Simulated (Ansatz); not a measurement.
The crystal is SiO2 (I-42d).

```cif
data_structure
_symmetry_space_group_name_H-M 'P 1'
_symmetry_Int_Tables_number 1
_cell_length_a 5.0289
_cell_length_b 5.0289
_cell_length_c 5.0289
_cell_angle_alpha 123.661
_cell_angle_beta 123.661
_cell_angle_gamma 83.768
_cell_volume 84.41
loop_
_atom_site_label
_atom_site_type_symbol
_atom_site_fract_x
_atom_site_fract_y
_atom_site_fract_z
_atom_site_occupancy
Si1 Si 0.00000 0.00000 0.00000 1
Si2 Si 0.75000 0.25000 0.50000 1
O3 O 0.99838 0.62500 0.87338 1
O4 O 0.37500 0.24838 0.37338 1
O5 O 0.75162 0.12500 0.12662 1
O6 O 0.87500 0.00162 0.62662 1
```

The cell and positions come from the Crystallography Open Database and are kept as given unless a step says otherwise.

Gaps computed with Ansatz 0.2.0 without a self-energy: LDA 5.82 eV and r2SCAN 6.70 eV. The mean ε∞ by LDA perturbation theory is 2.34.

Question: What gap should G0W0 on LDA give (6×6×6 mesh, 668 empty bands, screening to 230 eV, PAW set soft_1 files)?

About 9.15 eV: on its mesh the run moves the gap from 5.82 eV by +3.33 eV. Among the scalar-relativistic levels given, r2SCAN is nearest (−2.45 eV). One-shot corrections scale roughly with one over ε∞, here 0.43. Bands and cutoff are finite, so the gap is not at the basis limit. The miss can reach some tenths of an eV and take either sign; the mesh is an error of its own.

[Paths, hosts, dates, memory and timing lines, banners, echoed tables and standing remarks are left out of the program output.]

[Logs are printed without paths, hosts, clocks, repeated set-up lines and the standing remarks that a program may print on its own settings, such as how far it seeks lower states.]

[Runs of the session that timed out or met a known fault of the program may be left out.]

[Cells called generated may have been cut or substituted from an entry of the Crystallography Open Database or the Materials Project.]

[Hosts, paths, dates, database ids (printed as entryN), source tags and the programs' standing remarks are cut or masked in the printed files.]
